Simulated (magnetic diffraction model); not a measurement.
# Y4MgNiS8: the ordered moment from one line

Space group Cmmm (no. 65), a = 6.4300 Å, b = 14.5930 Å, c = 6.4990 Å.

| site | atom | x | y | z |
| --- | --- | --- | --- | --- |
| 4j | Y | 0 | 0.6401 | 1/2 |
| 4i | Y | 0 | 0.8644 | 0 |
| 2d | Ni | 0 | 0 | 1/2 |
| 8o | S | 0.2581 | 0 | 0.7440 |
| 4j | S | 1/2 | 0.6798 | 1/2 |
| 4i | S | 0 | 0.6729 | 0 |
| 2b | Mg | 1/2 | 0 | 0 |

This is a made-up structure (elements placed in a structure type, unrelaxed), so the numbers test the method and describe no known phase.

Only Ni is taken to order (form factors of Ni2+); orders and moment sizes are assumed, and not adapted to the symmetry. Radiation: neutrons of λ = 2.52 Å, 3° to 70°; isotropic B of 0.24 Å² (Y), 0.24 Å² (Ni), 0.26 Å² (S) and 0.28 Å² (Mg). The intensities are simulated: I ∝ L Σ (|F_N|² + |F_M⊥|²) for unpolarised neutrons, with F_M = 2.695 fm/μB × Σ f(s) S exp(2πi Q·r) exp(−B s²) at Q = H ± k (one set where k and −k are equivalent), only the part normal to Q counting and L = 1/(sin²θ cos θ). For collinear order S is the moment m, which repeats by lattice and centring translations R with the sign exp(−2πi k·R). Form factors are spin-only for 3d ions and dipole or tabulated for f ions, scattering lengths are Sears's of 1992, and absorption is left out. A label names one of the reflections at its angle. The strongest nuclear line in the range is 100, and lines under 0.2 are left out.

In a first state the assumed order is k = (1/2 1/2 1/2), collinear moments along [100], 1.93 μB on Ni, with this pattern:

```
2θ (°)           index  nuclear  magnetic
 16.61   (1/2 1/2 1/2)      0.0       3.6
 19.89         (0 2 0)     21.3       0.0
 21.80  (1/2 -3/2 1/2)      0.0       2.8
 22.36         (0 0 1)      2.1       0.0
 24.73         (1 1 0)      2.4       0.0
 29.68   (1/2 5/2 1/2)      0.0       1.6
 30.10         (0 2 1)      1.4       0.0
 36.11   (1/2 1/2 3/2)      0.0       1.1
 37.91         (1 3 0)      1.4       0.0
 38.80  (1/2 -7/2 1/2)      0.0       1.0
 38.91  (1/2 -3/2 3/2)      0.0       0.9
 39.21   (3/2 3/2 1/2)      0.0       0.2
 40.41         (0 4 0)      0.7       0.0
 44.07   (1/2 5/2 3/2)      0.0       0.7
 44.34  (3/2 -5/2 1/2)      0.0       0.3
 44.45         (1 3 1)     77.5       0.0
```
(The table stops after 16 lines; 31 more lie at higher angle.)

**Question.** Nearer the ordering temperature the line at 16.61° has total intensity 0.3 on the same scale, and all moments have shrunk alike. How large is the Ni moment?

The nuclear part, 0.0, stays, so the magnetic part is 0.3 against 3.6. It goes as m², so m = 1.93 × √(0.3/3.6) = 0.56 μB; the value used was 0.58 μB.

[Logs are printed without paths, hosts, clocks, repeated set-up lines and the standing remarks that a program may print on its own settings, such as how far it seeks lower states.]
